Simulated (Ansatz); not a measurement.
## Lattice dynamics of NiS2 monolayer (2H)

How does NiS2 monolayer (2H) vibrate, and is this structure a minimum?

Program: Ansatz 0.2.0. Level of theory: DFT LDA, scalar-relativistic, plane waves, PAW. Results are calculated unless marked as measured.

## (1) The starting structure

The cell holds 3 atoms: 1 Ni and 2 S. Cell: a = 3.320 Å, b = 3.320 Å, c = 20.000 Å, α = 90.0°, β = 90.0°, γ = 120.0°. Vacuum lies along c.

## (2) Rough relaxation

A rough relaxation comes first, because large forces or stress need no tight tolerances yet.

The program solves this slab on a cell height of its own, 30.0 Å, in place of the one typed.

input.yaml reads:

```yaml
crystal:
  lattice:
    - [3.32, 0.0, 0.0]
    - [-1.66, 2.8752, 0.0]
    - [0.0, 0.0, 20.0]
  atoms:
    - { symbol: Ni, position: [0.333333, 0.666667, 0.5] }
    - { symbol: S, position: [0.666667, 0.333333, 0.5775] }
    - { symbol: S, position: [0.666667, 0.333333, 0.4225] }
  periodic: [true, true, false]
kpoints:
  mp_grid: { grid: [9, 9, 1] }
hamiltonian:
  xc: lda
scf:
  occupations: { method: gaussian, width: 0.1 }
output:
  forces: true
  stress: true
  eigenvalues: true
relax:
  adjacent_minimum: "off"
  f_tol: 0.05
  max_steps: 80
  cell: { stress_2d_tol: 0.02 }
```

The run is started by

```bash
ansatz run input.yaml --threads 8 --pin off --max-ram 14336MiB --backend cpu --events-out ev --progress --plain --runs-dir out
```

Numbers of over 12 decimals in the logs are rounded to 6 here.

Output:

```text
[...]
F+E_penalty+E_count = -7512.68158899 eV   max|allowed force component| = 2.770e-3 eV/Å   (the final SCF, on the basis selected at the relaxed cell)
  cell:  # Å, volume = 302.0401 Å³
    - [3.409623, 0, 0]
    - [-1.704811, 2.952820, 0]
    - [0, 0, 30.0]
  atoms:
    - { symbol: Ni, position: [0.333333, 0.666667, 0.333333] }
    - { symbol: S, position: [0.666667, 0.333333, 0.368877] }
    - { symbol: S, position: [0.666667, 0.333333, 0.297790] }
[key lines of the parts left out:]
SCF converged after 9 iterations
Free energy (F): -7512.681589 eV
Fermi energy:    -4.083026 eV
P = ½ c Tr σ = 0.0132 N/m
```

Elapsed: 17 s, on 8 threads of Arm Neoverse V1, shared host; peak memory 0.68 GiB; 2 min of CPU time.

This run has no spin polarisation, although Ni can carry a moment.

Relaxation path:

```
step  energy less that of the first step (eV)  largest force component (eV/Å)  volume (Å³)
   1                                   0.0000                          2.5846       286.37
   2                                  -1.0037                          1.3778       275.29
   3                                  -1.2502                          0.4721       268.06
   4                                  -1.3033                          0.1780       277.45
   5                                  -1.3370                          0.1810       289.24
   6                                  -1.1820                          2.4601       318.16
   7                                  -1.3460                          0.2224       293.69
   8                                  -1.3508                          0.2243       308.04
   9                                  -1.3573                          0.0176       303.02
  10                                  -1.3574                          0.0102       301.92
  11                                  -1.3574                          0.0024       302.04
 12*                                  -1.3583                          0.0028       302.04
```

Relaxation steps marked * repeat the geometry before them on a plane-wave basis chosen anew for their cell, so energy and pressure can jump there. Relaxation step 6 was tried and not accepted.

The run keeps the 12 symmetry operations that it works with, so distortions that break them were not tested.

```
cell as run  before  after  change
      a (Å)   3.320  3.410  +2.7 %
      b (Å)   3.320  3.410  +2.7 %
```

The atoms that moved most (Å, along periodic axes as changes of fractional coordinates times the final cell, across vacuum about the mean position):

```
atom     dx     dy      dz  length
  S3  0.000  0.000   0.484   0.484
  S2  0.000  0.000  -0.484   0.484
```

Final coordinates:

```xyz
3
Lattice="3.4096 0.0000 0.0000 -1.7048 2.9528 0.0000 0.0000 0.0000 30.0000" Properties=species:S:1:pos:R:3
Ni    0.0000    1.9685   10.0000
S     1.7048    0.9843   11.0663
S     1.7048    0.9843    8.9337
```

Numbers from this step:

| Quantity | Value |
| --- | --- |
| gap on the k-mesh | 0 eV |
| area per atom | 3.356 Å² |

The relaxation ends with a largest force component of 0.0028 eV/Å.

## (3) Relaxation

The cell and atoms are relaxed, since residual forces and stress would shift the frequencies.

input.yaml reads:

```yaml
crystal:
  lattice:
    - [3.40962273, 0.0, 0.0]
    - [-1.704811365, 2.9528199015, 0.0]
    - [0.0, 0.0, 30.0]
  atoms:
    - { symbol: Ni, position: [0.3333333333, 0.6666666667, 0.3333333333] }
    - { symbol: S, position: [0.6666666667, 0.3333333333, 0.3688766801] }
    - { symbol: S, position: [0.6666666667, 0.3333333333, 0.2977899865] }
  periodic: [true, true, false]
kpoints:
  mp_grid: { grid: [15, 15, 1] }
hamiltonian:
  xc: lda
scf:
  occupations: { method: gaussian, width: 0.1 }
output:
  forces: true
  stress: true
  eigenvalues: true
  write_density: true
  write_potential: true
  elf: true
  volumetric_format: npy
relax:
  adjacent_minimum: "off"
  f_tol: 0.005
  max_steps: 80
  cell: { stress_2d_tol: 0.02 }
```

Output:

```text
[...]
Crystal: 3 atoms, lattice volume = 302.040 Å³
Basis set: ecut = 420 eV, 5909 PW (Γ)
Bands: 19, of which v1, the nominal top of the filled ones, is band 15 counted from 1 (14 counted from 0)
Symmetry: 12 space group operations
[...]
k-points: 27 of 225 (time reversal used)
[...]
SCF iter   1: F=—  HF=-7512.719680 eV  |F-HF|=—  |Δ(HF+E_count)|=         —  Δρ=9.60e-3  dr2=3.42e-1  ethr=1.77e-3  ⟨swp⟩=13.0  Hψ=4372  notcnv=0
[...]
SCF iter   8: F=-7512.679899 eV  HF=-7512.679899 eV  |F-HF|=2.00e-7  |Δ(HF+E_count)|=   3.14e-6  Δρ=3.83e-6  dr2=4.72e-8  ethr=3.33e-10  ⟨swp⟩=17.2  Hψ=6193  notcnv=0
SCF 1 converged in 8 iterations: F = -7512.679899 eV  dr2 = 4.72e-8
[...]
relax step   1: F+E_penalty+E_count = -7512.67989900 eV  Δ(F+E_penalty+E_count) = +0.000e0 eV  max|allowed force component| = 2.148e-2 eV/Å  Δτ_max = 0.0000 Å  P = -0.038 N/m  Ω = 302.040 Å³  fix = [c, alpha, beta]  reactions: c -0.000 N/m  (8 SCF iters, dr2 threshold 1.00e-7 eV, accepted)
Crystal: 3 atoms, lattice volume = 301.902 Å³
[...]
SCF iter   4: F=-7512.679937 eV  HF=-7512.679937 eV  |F-HF|=1.44e-7  |Δ(HF+E_count)|=   5.84e-7  Δρ=2.11e-6  dr2=1.68e-8  ethr=9.61e-11  ⟨swp⟩=14.3  Hψ=5314  notcnv=0
SCF 2 converged in 4 iterations: F = -7512.679937 eV  dr2 = 1.68e-8
relax step   2: F+E_penalty+E_count = -7512.67993666 eV  Δ(F+E_penalty+E_count) = -3.765e-5 eV  max|allowed force component| = 1.777e-2 eV/Å  Δτ_max = 0.0006 Å  P = -0.035 N/m  Ω = 301.902 Å³  energy of the carried Pulay correction = +5.462e-6 eV  fix = [c, alpha, beta]  reactions: c -0.000 N/m  (4 SCF iters, dr2 threshold 2.88e-8 eV, accepted)
Crystal: 3 atoms, lattice volume = 300.939 Å³
[...]
SCF iter   6: F=-7512.680056 eV  HF=-7512.680056 eV  |F-HF|=2.79e-7  |Δ(HF+E_count)|=   8.33e-7  Δρ=2.07e-6  dr2=5.15e-9  ethr=6.58e-11  ⟨swp⟩=17.2  Hψ=5305  notcnv=0
SCF 3 converged in 6 iterations: F = -7512.680056 eV  dr2 = 5.15e-9
relax step   3: F+E_penalty+E_count = -7512.68005581 eV  Δ(F+E_penalty+E_count) = -1.191e-4 eV  max|allowed force component| = 5.584e-3 eV/Å  Δτ_max = 0.0031 Å  P = +0.027 N/m  Ω = 300.939 Å³  energy of the carried Pulay correction = +4.375e-5 eV  fix = [c, alpha, beta]  reactions: c +0.000 N/m  (6 SCF iters, dr2 threshold 1.97e-8 eV, accepted)
[...]
relax step   4: F+E_penalty+E_count = -7512.68004321 eV  Δ(F+E_penalty+E_count) = +1.259e-5 eV  max|allowed force component| = 1.100e-2 eV/Å  Δτ_max = 0.0004 Å  P = -0.034 N/m  Ω = 301.161 Å³  energy of the carried Pulay correction = +3.492e-5 eV  fix = [c, alpha, beta]  (5 SCF iters, dr2 threshold 1.95e-9 eV, rejected (line search))
[...]
relax step   5: F+E_penalty+E_count = -7512.68005509 eV  Δ(F+E_penalty+E_count) = +7.149e-7 eV  max|allowed force component| = 6.149e-5 eV/Å  Δτ_max = 0.0000 Å  P = +0.003 N/m  Ω = 301.047 Å³  energy of the carried Pulay correction = +3.945e-5 eV  fix = [c, alpha, beta]  reactions: c +0.000 N/m  (8 SCF iters, accepted)
[...]
SCF iter   7: F=-7512.680018 eV  HF=-7512.680018 eV  |F-HF|=2.85e-10  |Δ(HF+E_count)|=   1.42e-9  Δρ=3.52e-8  dr2=3.03e-12  ethr=1.00e-12  ⟨swp⟩=11.3  Hψ=4189  notcnv=0
SCF 6 converged in 7 iterations: F = -7512.680018 eV  dr2 = 3.03e-12
relax step   6: F+E_penalty+E_count = -7512.68001827 eV  Δ(F+E_penalty+E_count) = +3.682e-5 eV  max|allowed force component| = 8.122e-5 eV/Å  Δτ_max = 0.0000 Å  P = +0.003 N/m  Ω = 301.047 Å³  fix = [c, alpha, beta]  reactions: c +0.000 N/m  stress off target by 2.71e-3 N/m on what of the cell is left free  SCF on the basis re-selected at this cell (its energy is not comparable with the rows above)  (7 SCF iters)
basis re-selected at this cell: Δ(F+E_penalty+E_count) = +3.682e-5 eV, ΔP = -0.000 N/m vs the last step (what re-selecting the basis moved, of the pressure what is left beyond the Pulay correction that the steps carried, after the strain that the cell walked since its last selection, with what the two solves' SCF thresholds leave and, on support functions, any second-order correction that the steps lacked; it is no m [...]
WARN: The output density's exchange-correlation potential varies sharply where the density is thin. Do not read a vacuum level from v_tot or v_xc, or from such a field of the output density. On a cell that repeats whose density bears no net charge and no dipole along the vacuum's axis use v_es (v_loc + v_h of the components); under efield.dipole_correction with no amplitude use v_es + v_field, which holds any externa [...]
SCF converged after 7 iterations
Free energy (F): -7512.680018 eV
[...]
Internal energy: -7512.673258 eV  (E = F + TS)
E sigma→0 (E₀):  -7512.676638 eV
Entropy (-TS):   -0.006760 eV (-2.253 meV/atom)
Fermi energy:    -4.132104 eV
[...]
--- Forces (eV/Å), atoms counted from 1 ---
  atom   1  Ni     0.00000000     0.00000000     0.00000000
  atom   2  S      0.00000000    -0.00000000     0.00008122
  atom   3  S      0.00000000    -0.00000000    -0.00008122
  max |Σ_I F_I| component: 4.63e-18 eV/Å
--- 2D stress c σ (N/m, compression-positive) ---
        0.002712      -0.000000      -0.000000
        0.000000       0.002712      -0.000000
       -0.000000      -0.000000       0.000000
  P = ½ c Tr σ = 0.0027 N/m
--- Band table (eV; the first three rows and the last of 27) ---
  k-point 0: bands = [... 11 lower, -6.0209, -4.2440, -3.9855, -3.9855, -3.7785, -3.7785, -1.6165, -0.5058]
  k-point 1: bands = [... 11 lower, -6.0502, -4.2558, -4.2336, -4.0967, -3.8910, -3.7528, -1.3045, -0.4347]
  k-point 2: bands = [... 11 lower, -6.1466, -4.7241, -4.5749, -4.3877, -3.8449, -3.6842, -0.6956, -0.2245]
  k-point 26: bands = [... 11 lower, -6.9867, -6.9104, -6.7116, -5.6272, -4.1647, -2.0556, 1.0088, 1.7165]
--- Relaxed structure (5 steps of the walk, 4 accepted, 1 SCFs on fresh bases) ---
[...]
cell:  # Å, volume = 301.0467 Å³
    - [3.404011, 0, 0]
    - [-1.702006, 2.947960, 0]
    - [0, 0, 30.0]
  atoms:
    - { symbol: Ni, position: [0.333333, 0.666667, 0.333333] }
    - { symbol: S, position: [0.666667, 0.333333, 0.369000] }
    - { symbol: S, position: [0.666667, 0.333333, 0.297667] }
```

Wall time 16 s (8 threads); peak memory 0.74 GiB.

The steps of the relaxation:

```
step  energy less that of the first step (eV)  largest force component (eV/Å)  volume (Å³)
   1                                   0.0000                          0.0215       302.04
   2                                   0.0000                          0.0178       301.90
   3                                  -0.0002                          0.0056       300.94
   4                                  -0.0001                          0.0110       301.16
   5                                  -0.0002                          0.0001       301.05
  6*                                  -0.0001                          0.0001       301.05
```

Relaxation steps marked * repeat the geometry before them on a plane-wave basis chosen anew for their cell, so energy and pressure can jump there. Relaxation step 4 was tried and not accepted.

Forces are held to the 12 operations that the run works with; a distortion that breaks them can't arise in this run.

```
cell as run  before  after  change
      a (Å)   3.410  3.404  -0.2 %
      b (Å)   3.410  3.404  -0.2 %
```

The relaxed structure:

```xyz
3
Lattice="3.4040 0.0000 0.0000 -1.7020 2.9480 0.0000 0.0000 0.0000 30.0000" Properties=species:S:1:pos:R:3
Ni    0.0000    1.9653   10.0000
S     1.7020    0.9827   11.0700
S     1.7020    0.9827    8.9300
```

Numbers from this step:

* area per atom: 3.345 Å²

ELF in the ac plane at fractional y = 0.333, with atoms of S within 0.2 Å of it. It is the smooth field of the valence electrons, not physical close to the nuclei.

Values, 24 rows by 14 columns, each cell a mean:
```
0.00 0.00 0.00 0.00 0.00 0.00 0.00 0.00 0.00 0.00 0.00 0.00 0.00 0.00
0.00 0.00 0.00 0.00 0.00 0.00 0.00 0.00 0.00 0.00 0.00 0.00 0.00 0.00
0.00 0.00 0.00 0.00 0.00 0.00 0.00 0.00 0.00 0.00 0.00 0.00 0.00 0.00
0.00 0.00 0.00 0.00 0.00 0.00 0.00 0.00 0.00 0.00 0.00 0.00 0.00 0.00
0.00 0.00 0.00 0.00 0.00 0.00 0.00 0.00 0.00 0.00 0.00 0.00 0.00 0.00
0.00 0.00 0.00 0.00 0.00 0.00 0.00 0.00 0.00 0.00 0.00 0.00 0.00 0.00
0.00 0.00 0.00 0.00 0.00 0.00 0.00 0.00 0.00 0.00 0.00 0.00 0.00 0.00
0.00 0.00 0.00 0.00 0.00 0.00 0.00 0.00 0.00 0.00 0.00 0.00 0.00 0.00
0.00 0.00 0.00 0.00 0.00 0.00 0.00 0.00 0.00 0.00 0.00 0.00 0.00 0.00
0.00 0.00 0.00 0.00 0.00 0.00 0.00 0.00 0.00 0.00 0.00 0.00 0.00 0.00
0.00 0.00 0.00 0.00 0.00 0.00 0.00 0.00 0.00 0.00 0.00 0.00 0.00 0.00
0.00 0.00 0.00 0.00 0.00 0.00 0.00 0.00 0.00 0.00 0.00 0.00 0.00 0.00
0.00 0.00 0.00 0.00 0.00 0.00 0.00 0.00 0.01 0.01 0.01 0.01 0.00 0.00
0.04 0.01 0.01 0.01 0.03 0.08 0.16 0.25 0.30 0.32 0.31 0.27 0.20 0.12
0.45 0.19 0.09 0.12 0.35 0.61 0.77 0.82 0.75 0.67 0.70 0.80 0.81 0.72
0.37 0.24 0.19 0.21 0.31 0.48 0.63 0.65 0.50 0.39 0.43 0.60 0.66 0.57
0.44 0.26 0.19 0.21 0.37 0.57 0.71 0.69 0.46 0.30 0.36 0.62 0.73 0.66
0.37 0.15 0.06 0.09 0.28 0.53 0.70 0.79 0.79 0.77 0.78 0.80 0.76 0.64
0.02 0.01 0.00 0.00 0.02 0.05 0.10 0.16 0.19 0.21 0.20 0.17 0.12 0.07
0.00 0.00 0.00 0.00 0.00 0.00 0.00 0.00 0.00 0.00 0.00 0.00 0.00 0.00
0.00 0.00 0.00 0.00 0.00 0.00 0.00 0.00 0.00 0.00 0.00 0.00 0.00 0.00
0.00 0.00 0.00 0.00 0.00 0.00 0.00 0.00 0.00 0.00 0.00 0.00 0.00 0.00
0.00 0.00 0.00 0.00 0.00 0.00 0.00 0.00 0.00 0.00 0.00 0.00 0.00 0.00
0.00 0.00 0.00 0.00 0.00 0.00 0.00 0.00 0.00 0.00 0.00 0.00 0.00 0.00
```
Columns run along a (3.4 Å), rows up along c (30.0 Å). Atoms in or near the plane, at fractional coordinates: S at (0.67, 0.37), S at (0.67, 0.30).

Valence density in the ac plane at fractional y = 0.333, with atoms of S within 0.2 Å of it. It is the smooth field of the valence electrons, not physical close to the nuclei.

Ten steps, logarithmic in the rise over the least value, from '_' (0.00 × 1e-1 e/Å³) to '@' (9.66 × 1e-1 e/Å³), each cell a mean:
```
____________________________
____________________________
____________________________
____________________________
____________________________
____________________________
____________________________
____________________________
____________________________
____________________________
____________________________
____________________________
____________________________
..______......::::::::::::..
**======++**%%@@@@@@@@@@%%##
##########%%@@@@@@@@@@@@@@%%
####**####%%@@@@@@@@@@@@@@%%
++==----==**##%%%%%%%%%%##**
____________................
____________________________
____________________________
____________________________
____________________________
____________________________
```
Columns run along a (3.4 Å), rows up along c (30.0 Å). Atoms in or near the plane, at fractional coordinates: S at (0.67, 0.37), S at (0.67, 0.30).

Electrostatic potential energy in the ac plane at fractional y = 0.333, with atoms of S within 0.2 Å of it. With pseudopotentials it is smooth inside the atoms' cores, unlike the true potential.

Ten even steps from '0' (-30 eV) to '9' (0 eV), each cell a mean:
```
99999999999999
99999999999999
99999999999999
99999999999999
99999999999999
99999999999999
99999999999999
99999999999999
99999999999999
99999999999999
99999999999999
99999999999999
99999999999999
99999999999999
99999864322357
88888752101136
88888741000026
99999975444568
99999999999999
99999999999999
99999999999999
99999999999999
99999999999999
99999999999999
```
Columns run along a (3.4 Å; values clipped at the 3rd and 97th percentile), rows up along c (30.0 Å). Atoms in or near the plane, at fractional coordinates: S at (0.67, 0.37), S at (0.67, 0.30).

(Continued in part 2 of 3.)

[Logs are printed without paths, hosts, clocks, repeated set-up lines and the standing remarks that a program may print on its own settings, such as how far it seeks lower states.]

[Hosts, paths, dates, database ids (printed as entryN), source tags and the programs' standing remarks are cut or masked in the printed files.]
